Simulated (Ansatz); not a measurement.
# Relaxing glassy 59P2O5-36K2O-5BeO (mol %) (117 atoms)

Wanted: the relaxed structure of glassy 59P2O5-36K2O-5BeO (mol %) (117 atoms) and its electronic structure.

Method: Kohn-Sham DFT, revPBE, PAW (set soft_2), plane waves, in Ansatz 0.2.0.

**1. Starting point**

The cell holds 117 atoms: 26 P, 16 K, 1 Be and 74 O. Cell: a = 12.116 Å, b = 12.116 Å, c = 12.116 Å, α = 90.0°, β = 90.0°, γ = 90.0°. 117 atoms (26 P, 16 K, 1 Be, 74 O) placed at random at 2.47 g/cm³, melted at 4000 K for 10 ps at fixed volume with the Morse and Coulomb pair potential with partial charges (Pedone, Malavasi, Menziani, Cormack and Segre, J. Phys. Chem. B 110, 11780 (2006)). Quenched from 4000 K to 300 K at 50 K/ps and fixed volume, held 10 ps at zero pressure.

Before any run, some limits are plain. The quench rate of 50 K/ps far exceeds what a furnace or splat quench reaches, so expect more defects and frozen-in strain than in a real sample. The network of bonds at the start is that of the classical potential that made the cell. The Brillouin zone is sampled at Γ only, in a cell whose shortest periodic width is 12 Å.

**2. Single point at the start**

The forces at the start show how far the geometry lies from a minimum of this functional.

input.yaml reads:

```yaml
crystal:
  lattice:
    - [12.11633, 0.0, 0.0]
    - [0.0, 12.11633, 0.0]
    - [0.0, 0.0, 12.11633]
  atoms:
    - { symbol: P, position: [0.7207, 0.07481, 0.20544] }
    - { symbol: P, position: [0.18549, 0.46479, 0.41342] }
    - { symbol: P, position: [0.46945, 0.54805, 0.74628] }
    - { symbol: P, position: [0.30246, 0.81794, 0.20116] }
    [... 107 atom lines left out ...]
    - { symbol: O, position: [0.57445, 0.4897, 0.74611] }
    - { symbol: O, position: [0.75821, 0.70375, 0.52241] }
    - { symbol: O, position: [0.62908, 0.4764, 0.05202] }
    - { symbol: O, position: [0.93139, 0.31627, 0.27733] }
    - { symbol: O, position: [0.76793, 0.96082, 0.7471] }
    - { symbol: O, position: [0.2029, 0.8045, 0.13013] }
kpoints:
  mp_grid: { grid: [1, 1, 1] }
hamiltonian:
  xc: revpbe
scf:
  occupations: { method: fermi_dirac, width: 0.05 }
output:
  forces: true
  stress: true
  populations: intrinsic
  dos:
    method: { smearing: { sigma: 0.15 } }
    de: 0.1
    projected: { site_lists: { Be: [Be], K: [K], O: [O], P: [P] } }
  eigenvalues: true
```

The run is started by

```bash
$ ansatz run input.yaml --threads 4 --pin off --max-ram 8192MiB --backend cpu --events-out ev --progress --plain --runs-dir out
```

Elapsed: 39 s, on 4 threads of Arm Neoverse V2, shared host; peak memory 2.5 GiB; 2.5 min of CPU time.

The run gave:

* free energy: -86577.8602 eV
* free energy per atom: -739.9817 eV/atom
* SCF cycles: 11
* pressure: 6.2 GPa
* r.m.s. force component: 1.586 eV/Å
* longest force: 7.308 eV/Å
* Fermi energy: 6.058 eV
* gap (highest filled to lowest empty level): 1.212 eV

The r.m.s. force component of 1.6 eV/Å and the pressure of 6.2 GPa set the starting point.

Neighbours are counted within 2.11 Å (O-P), 3.48 Å (O-K), 1.98 Å (O-Be).

Length of the force by element and coordination:

```
element  coordination  atoms  mean length of the force (eV/Å)  spread  least   most
     Be           all      1                             1.46       0   1.46   1.46
      K           all     16                             1.38    0.64  0.230   2.55
      K             4      3                             1.53   0.528  0.798   2.02
      K             5      3                             1.08   0.124  0.939   1.24
      K             6      4                             1.44   0.734  0.523   2.55
      K             7      5                             1.51   0.765  0.230   2.41
      K             8      1                            0.990       0  0.990  0.990
      O           all     74                             2.01    1.01  0.357   5.08
      O             1      6                             1.59   0.462  0.824   2.17
      O             2     30                             2.19   0.923   1.06   4.44
      O             3     20                             1.72   0.806  0.409   3.20
      O             4     13                             2.04    1.43  0.357   5.08
      O             5      5                             2.44   0.867   1.40   3.67
      P           all     26                             3.90    1.69  0.679   7.31
      P             4     25                             3.86    1.71  0.679   7.31
      P             6      1                             4.97       0   4.97   4.97
```

**3. Relaxation**

The atoms are relaxed in the fixed cell, aiming at the force tolerance of the input.

input.yaml, the sections that differ from step 2:

```yaml
output:
  forces: true
relax:
  f_tol: 0.05
  max_steps: 200
# crystal, kpoints, hamiltonian, scf: as in step 2
```

It took 21 min on 4 threads; peak memory 2.4 GiB.

Relaxation path (22 of 78):

```
step  energy less that of the first step (eV)  largest force component (eV/Å)
   1                                   0.0000                          6.4114
   5                                 -16.1279                          0.7802
   8                                 -18.1752                          0.3833
  12                                 -19.8581                          0.8123
  16                                 -20.8331                          0.4109
  19                                 -21.4252                          0.4973
  23                                 -22.0487                          0.4357
  27                                 -22.2178                          0.1950
  30                                 -22.3248                          0.5025
  34                                 -22.5999                          0.2304
  38                                 -22.9667                          0.1961
  41                                 -23.2317                          0.2153
  45                                 -23.4047                          0.1382
  49                                 -23.4842                          0.1306
  52                                 -23.5816                          0.1785
  56                                 -23.8790                          0.2007
  60                                 -24.2922                          0.1853
  63                                 -24.4859                          0.2915
  67                                 -24.5997                          0.2655
  71                                 -24.7315                          0.8545
  74                                 -24.9193                          0.5593
  78                                 -24.9737                          0.0429
```

Relaxation steps 44, 75 were tried and not accepted.

The atoms that moved most (Å):

```
atom      dx      dy      dz  length
 K34   1.689   1.428  -2.997   3.725
 K32  -2.244  -0.833   2.757   3.651
 K36  -2.605  -0.436  -1.575   3.075
O106   0.105   0.451   2.515   2.557
 O76   0.211  -1.073  -2.252   2.503
 O45   0.812  -1.896  -1.114   2.344
O116  -0.924   1.739   0.941   2.182
 O66  -1.064  -1.216  -1.435   2.162
```

The relaxation changed the energy by -213 meV/atom, and atoms moved by 1.4 Å r.m.s., 3.7 Å at most.

**4. Distances and neighbours after relaxation**

Bonds before and after, by the cutoffs listed below:

```
pair  bonds before  bonds after  mean before (Å)  mean after (Å)  spread before (Å)  spread after (Å)
 O-P           106          105            1.546           1.577              0.062             0.084
O-Be             3            4            1.538           1.689              0.011             0.058
```

Density 2.45 g/cm³, 15.20 Å³ an atom.

g(r), total and by pair (bins of 0.2 Å):

```
r (Å)  total   O-O    O-P   O-K   O-Be   P-P   P-K
 1.40   1.14  0.00   4.05  0.00   0.00  0.00  0.00
 1.60   3.21  0.00  11.05  0.00  10.45  0.00  0.00
 1.80   0.19  0.00   0.57  0.00   3.04  0.00  0.00
 2.00   0.00  0.00   0.00  0.00   0.00  0.00  0.00
 2.20   0.02  0.05   0.00  0.00   0.00  0.00  0.00
 2.40   0.45  1.00   0.00  0.30   0.00  0.00  0.00
 2.60   2.57  5.25   0.05  2.62   0.00  0.00  0.00
 2.80   0.81  0.69   0.05  2.58   0.00  1.53  0.00
 3.00   0.83  0.57   0.25  1.42   1.04  4.65  0.00
 3.20   0.89  0.96   0.61  1.05   0.00  1.03  1.48
 3.40   1.08  0.92   1.80  0.31   0.00  0.00  2.23
 3.60   1.01  0.92   1.33  0.41   2.93  0.00  2.10
 3.80   0.94  0.75   1.21  0.58   1.98  0.14  2.14
 4.00   1.12  0.61   1.74  1.01   2.33  0.65  1.41
 4.20   1.02  0.67   1.34  0.96   1.08  1.30  1.76
 4.40   0.92  0.89   0.90  0.97   2.04  1.52  0.27
 4.60   0.94  1.19   0.79  0.65   0.93  0.89  0.71
 4.80   1.15  1.56   0.67  1.47   0.85  0.91  0.22
 5.00   1.07  1.25   0.56  1.60   0.77  1.26  0.41
 5.20   1.07  0.93   1.05  1.17   0.34  1.71  1.39
 5.40   0.94  1.02   0.87  0.84   1.00  1.01  1.17
 5.60   0.99  1.02   1.12  0.73   1.21  0.74  1.19
 5.80   0.86  0.79   0.97  0.84   0.85  1.00  0.76
 6.00   1.02  0.97   1.25  0.92   2.40  0.64  0.89
```

Bonds by pair of elements; cutoffs follow the first minimum of g(r), held within bounds set by covalent radii, and pairs that aren't listed don't count as bonded:

```
pair A-B  cutoff (Å)  bonds  mean length (Å)  spread (Å)  shortest (Å)  B about A  A about B
     O-P        2.11    105             1.58       0.084          1.45       1.42       4.04
     O-K        3.15     91             2.78       0.168          2.42       1.23       5.69
    O-Be        2.15      4             1.69       0.058          1.62      0.054          4
```

The cutoff for O-K falls short of the minimum of g(r), so counts run low and odd coordinations can be artefacts.

How many atoms have how many bonded neighbours:

```
element  mean  1   2   3   4  5  6  7  9
     Be     4  0   0   0   1  0  0  0  0
      K  5.69  0   0   0   2  7  3  3  1
      O  2.70  1  33  28  11  1  0  0  0
      P  4.04  0   0   0  25  1  0  0  0
```

Bond angles, per cent of each kind in bins of 5°:

```
angle (°)  O-P-O  K-O-P  K-O-K  P-O-P
    65–70    0.0    0.0    1.8    0.0
    70–75    0.0    0.0    1.8    0.0
    75–80    0.0    1.0    9.3    0.0
    80–85    0.0    5.0    3.7    0.0
    85–90    2.5   10.9    7.4    0.0
    90–95    0.6    8.9    9.3    0.0
   95–100    9.4    9.9   16.7    0.0
  100–105   21.2    8.9    3.7    0.0
  105–110   23.7    4.0   20.4    0.0
  110–115   18.8    4.0    0.0    0.0
  115–120   16.3    8.9    5.6    3.2
  120–125    5.0    8.9    1.8   16.1
  125–130    1.9    5.9    1.8   16.1
  130–135    0.0    7.9    5.6   19.4
  135–140    0.0    5.9    3.7   12.9
  140–145    0.0    2.0    1.8   19.4
  145–150    0.0    1.0    1.8    3.2
  150–155    0.0    3.0    0.0    6.5
  155–160    0.0    1.0    0.0    0.0
  160–165    0.0    1.0    1.8    3.2
  165–170    0.0    0.0    0.0    0.0
  170–175    0.0    1.0    1.8    0.0
  175–180    0.6    1.0    0.0    0.0
```

Bond angles (no mean is given where the spread exceeds 20°):

```
angle  count  mean (°)  spread (°)
O-P-O    160       109         9.4
K-O-P    101         -           -
K-O-K     54         -           -
P-O-P     31       135        10.4
```

Oxygen atoms by the number of network formers (Si, P, Ge, B, Al, As, Ga) bound to them:

```
network formers bound to O  O atoms  per cent
                         0        0         0
                         1       43      58.1
                         2       31      41.9
```

Network units: each former by its oxygen neighbours and how many of them bridge to another former:

```
former  O neighbours  bridging O  atoms
     P             4           1      3
     P             4           2     12
     P             4           3     10
     P             5           5      1
```

Bond length by coordination (bonds to H left out):

```
element  coordination  atoms  mean bond length (Å)
      K             4      2                  2.72
      K             5      7                  2.76
      K             6      3                  2.79
      K             7      3                  2.82
      K             9      1                  2.82
      O             1      1                  1.47
      O             2     33                  1.79
      O             3     28                  2.20
      O             4     11                  2.46
      O             5      1                  2.58
      P             4     25                  1.57
      P             5      1                  1.66
```

Rings of the network by King's shortest-path rule, up to 12 atoms, one path for each pair of neighbours; H, halogens, alkali and alkaline-earth atoms are left out, and the last column divides by all other atoms, bonded or not:

```
ring size (atoms)  rings  per network atom
               10      2              0.02
               12      2              0.02
```

The O-P-O angle averages 109° with a spread of 9°. Counting bonds to P alone, not to Be, 42 % of the oxygens join two of these atoms and 58 % one. The commonest P unit has 4 oxygens, 2 of them shared with other formers (12 of 26 atoms). Rings of 10 and 12 atoms are the most common (50 % each of those counted); sizes run from 10 to 12, where the search stops.

**5. Single point at the relaxed geometry**

One more single point at the end of the walk gives the fuller output and checks the residual forces.

input.yaml reads:

```yaml
crystal:
  lattice:
    - [12.11633, 0.0, 0.0]
    - [0.0, 12.11633, 0.0]
    - [0.0, 0.0, 12.11633]
  atoms:
    - { symbol: P, position: [0.72108, 0.09202, 0.29005] }
    - { symbol: P, position: [0.21331, 0.38198, 0.37632] }
    - { symbol: P, position: [0.46852, 0.55539, 0.70294] }
    - { symbol: P, position: [0.34912, 0.69398, 0.10221] }
    [... 107 atom lines left out ...]
    - { symbol: O, position: [0.56095, 0.51689, 0.77909] }
    - { symbol: O, position: [0.78572, 0.67876, 0.56825] }
    - { symbol: O, position: [0.71513, 0.53252, 0.05258] }
    - { symbol: O, position: [0.92142, 0.27709, 0.35476] }
    - { symbol: O, position: [0.69168, 0.10434, 0.82476] }
    - { symbol: O, position: [0.24535, 0.66392, 0.04138] }
kpoints:
  mp_grid: { grid: [1, 1, 1] }
hamiltonian:
  xc: revpbe
scf:
  occupations: { method: fermi_dirac, width: 0.05 }
output:
  forces: true
  stress: true
  populations: true
  dos:
    method: { smearing: { sigma: 0.1 } }
    de: 0.1
    projected: { site_lists: { Be: [Be], K: [K], O: [O], P: [P] } }
  eigenvalues: true
  write_density: true
  write_potential: true
  volumetric_format: npy
```

It took 42 s on 4 threads; peak memory 2.5 GiB; 2.7 min of CPU time.

The program notes that the exchange-correlation potential is rough where the density is thin.

Read from the output:

* free energy: -86602.8339 eV
* free energy per atom: -740.1952 eV/atom
* SCF cycles: 10
* pressure: 3.031 GPa
* r.m.s. force component: 0.00992 eV/Å
* longest force: 0.05059 eV/Å
* Fermi energy: 5.498 eV
* gap (highest filled to lowest empty level): 3.799 eV
* spilling of the projection: 0.01498

Löwdin charges by element (they lack the spilled electrons, 0.092 e an atom on average):

```
element  coordination  atoms  mean charge (e)  spread   least    most
     Be           all      1             1.60       0    1.60    1.60
      K           all     16            0.844  0.0096   0.826   0.860
      O           all     74           -0.810  0.0743  -0.977  -0.704
      P           all     26             2.14  0.0441    2.04    2.24
```

States in the cell by windows of 1 eV, zero at the Fermi level; the larger projections on atomic orbitals stand beside the total:

```
from (eV)  to (eV)  total   O p   P p  O s
      -10       -9    9.9   6.8   1.2  1.2
       -9       -8   26.4  18.6   2.7  3.5
       -8       -7   52.3  39.3   4.9  5.5
       -7       -6   58.9  48.6   4.2  3.8
       -6       -5   57.3  50.2   2.7  2.3
       -5       -4   72.9  66.8   2.9  0.8
       -4       -3   75.3  71.0   1.7  0.3
       -3       -2   29.4  28.4   0.3  0.1
       -2       -1    2.0   2.0   0.0  0.0
       -1        1    0.0   0.0   0.0  0.0
        1        2    1.6   0.1   0.0  0.4
        2        3    4.9   0.8   0.5  0.8
        3        4   20.1   3.1   3.7  2.6
        4        5   42.5   6.9  12.1  3.6
```

Between -26 and -10 eV lie 304 more states.

The stored curve holds about 688 of the 720 electrons; the rest, give or take the few that broadening carries across the Fermi level, lie in deeper levels below its range.

The levels nearest the highest filled one (over half full), pooled over k-points and spins:

```
level less the highest filled one (eV)  occupation
                                -0.732           2
                                -0.624           2
                                -0.587           2
                                -0.332           2
                                -0.261           2
                                     0           2
                                  3.80           0
                                  4.63           0
                                  4.81           0
                                  4.87           0
                                  5.00           0
                                  5.14           0
```

Mean Löwdin charges: Be +1.60, K +0.84, O -0.81, P +2.14 e (they miss 1.5 % of the electrons, so they add up to more than the cell's charge).

**6. Outcome**

| Quantity | Value |
| --- | --- |
| energy change in the relaxation | -213.4 meV/atom |
| r.m.s. displacement | 1.367 Å |
| largest displacement | 3.725 Å |
| free energy per atom | -740.1952 eV/atom |
| pressure | 3.031 GPa |
| r.m.s. force component | 0.00992 eV/Å |
| gap (highest filled to lowest empty level) | 3.799 eV |
| wall time of the 3 DFT runs | 22 min |

**Reading.** Relaxation lowers the energy by 213 meV/atom and moves atoms by 1.4 Å r.m.s.; the r.m.s. force component goes from 1.6 to 0.0099 eV/Å, the pressure goes from 6.2 to 3.0 GPa, and the gap from 1.21 to 3.80 eV. First to last step the energy falls by 24.974 eV; the largest move, 3.72 Å, is that of K34, with 1 other atom within 2 % of it. The O-Be bonds change most in mean length: from 1.538 Å (spread 0.011) to 1.689 Å (spread 0.058), and their number from 3 to 4. Counting bonds to P alone, not to Be, 42 % of the oxygens join two of these atoms and 58 % one. Filled and empty levels are parted by 3.80 eV (at Γ alone); a semilocal functional tends to put such gaps too low. In a disordered cell it changes from sample to sample, and tail or defect levels can set it.

What to keep in mind: The network of bonds at the start is that of the classical potential that made the cell; in DFT atoms moved by 1.4 Å r.m.s. The pressure of 3.0 GPa shows the cell to be compressed for this functional.

[Logs are printed without paths, hosts, clocks, repeated set-up lines and the standing remarks that a program may print on its own settings, such as how far it seeks lower states.]

[Hosts, paths, dates, database ids (printed as entryN), source tags and the programs' standing remarks are cut or masked in the printed files.]
